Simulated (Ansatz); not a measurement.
## H on Ni(111): change of the work function: cost of one run

Ansatz 0.2.0; plane-wave DFT, PBE, Ansatz PAW. The cell holds 17 atoms.

input.yaml reads:

```yaml
crystal:
  lattice:
    - [4.9780317395, 0.0, 0.0]
    - [2.4890158698, 4.3111019473, 0.0]
    - [0.0, 0.0, 24.7584850096]
  atoms:
    - { symbol: Ni, position: [0.0, 0.0, 0.3635117414], spin: 0.7 }
    - { symbol: Ni, position: [0.1666666667, 0.1666666667, 0.4455956389], spin: 0.72 }
    - { symbol: Ni, position: [0.3333333333, 0.3333333333, 0.5274065807], spin: 0.72 }
[... 8 atom lines left out ...]
    - { symbol: Ni, position: [0.5, 0.0, 0.6083961435], spin: 0.7 }
    - { symbol: Ni, position: [0.5, 0.5, 0.3635117414], spin: 0.7 }
    - { symbol: Ni, position: [0.6666666667, 0.6666666667, 0.4455956389], spin: 0.72 }
    - { symbol: Ni, position: [0.8333333333, 0.8333333333, 0.5274065807], spin: 0.72 }
    - { symbol: Ni, position: [0.5, 0.5, 0.6083961435], spin: 0.7 }
    - { symbol: H, position: [0.1666666667, 0.1666666667, 0.6364882586] }
magnetization:
  spin_polarized: true
kpoints:
  mp_grid: { grid: [6, 6, 1] }
hamiltonian:
  xc: pbe
scf:
  occupations: { method: fermi_dirac, width: 0.1 }
  convergence: { dr2_threshold: 1.0e-08 }
efield:
  axis: 3
  dipole_correction: true
  ramp_position: 0.97
  ramp_width: 0.06
relax:
  f_tol: 0.02
  max_steps: 60
  constraints: [{ sites: [0, 1, 4, 5, 8, 9, 12, 13] }]
output:
  dos: { projected: true, e_range: [-8, 4] }
  write_potential: true
  write_density: true
  volumetric_format: npy
  elf: true
```

The run is started by

```sh
ansatz run input.yaml --threads 4 --pin off --max-ram 6144MiB --backend cpu --events-out ev --progress --plain --runs-dir out
```

The cutoff in use is 420 eV. For reference, a run of the same kind (4 atoms, 19 k-points, 45 bands, 2,439 plane waves and two spins; 42 SCF cycles) took 20 s and 0.6 GiB on the same hardware.

**Question.** How long does this run take on 4 threads of Intel Xeon Platinum 8375C at 2.90GHz (Ice Lake), shared host, and how much memory does it need?

A cutoff of 420 eV is a sphere of radius 10.5 Å⁻¹, so a cell of 531 Å³ holds about V·G³/6π² = 10,384 plane waves. Symmetry cuts the 6×6×1 mesh from 36 to 7 points. The run has 7 k-points, 181 bands, 10,361 plane waves and two spins. Taking the work of a cycle as k-points × spins × bands × plane waves, that is 6.3 times the reference, or 2.1 min at the reference's 42 cycles. The run needed 65 SCF cycles over 5 ionic steps, which makes it about 3.3 min. One copy of the wavefunctions takes 0.39 GiB at 16 bytes a coefficient, against 0.062 GiB in the reference; grids, projectors and work arrays come on top. Measured: about 3.5 min, with a peak of 2.9 GiB. The estimate holds within 25 %.

[Logs are printed without paths, hosts, clocks, repeated set-up lines and the standing remarks that a program may print on its own settings, such as how far it seeks lower states.]

[Hosts, paths, dates, database ids (printed as entryN), source tags and the programs' standing remarks are cut or masked in the printed files.]

[Maps of the electrostatic potential energy from Ansatz leave out the sawtooth potential of an applied field or a dipole correction, so their vacuum need not be flat; planar profiles and work functions include it.]
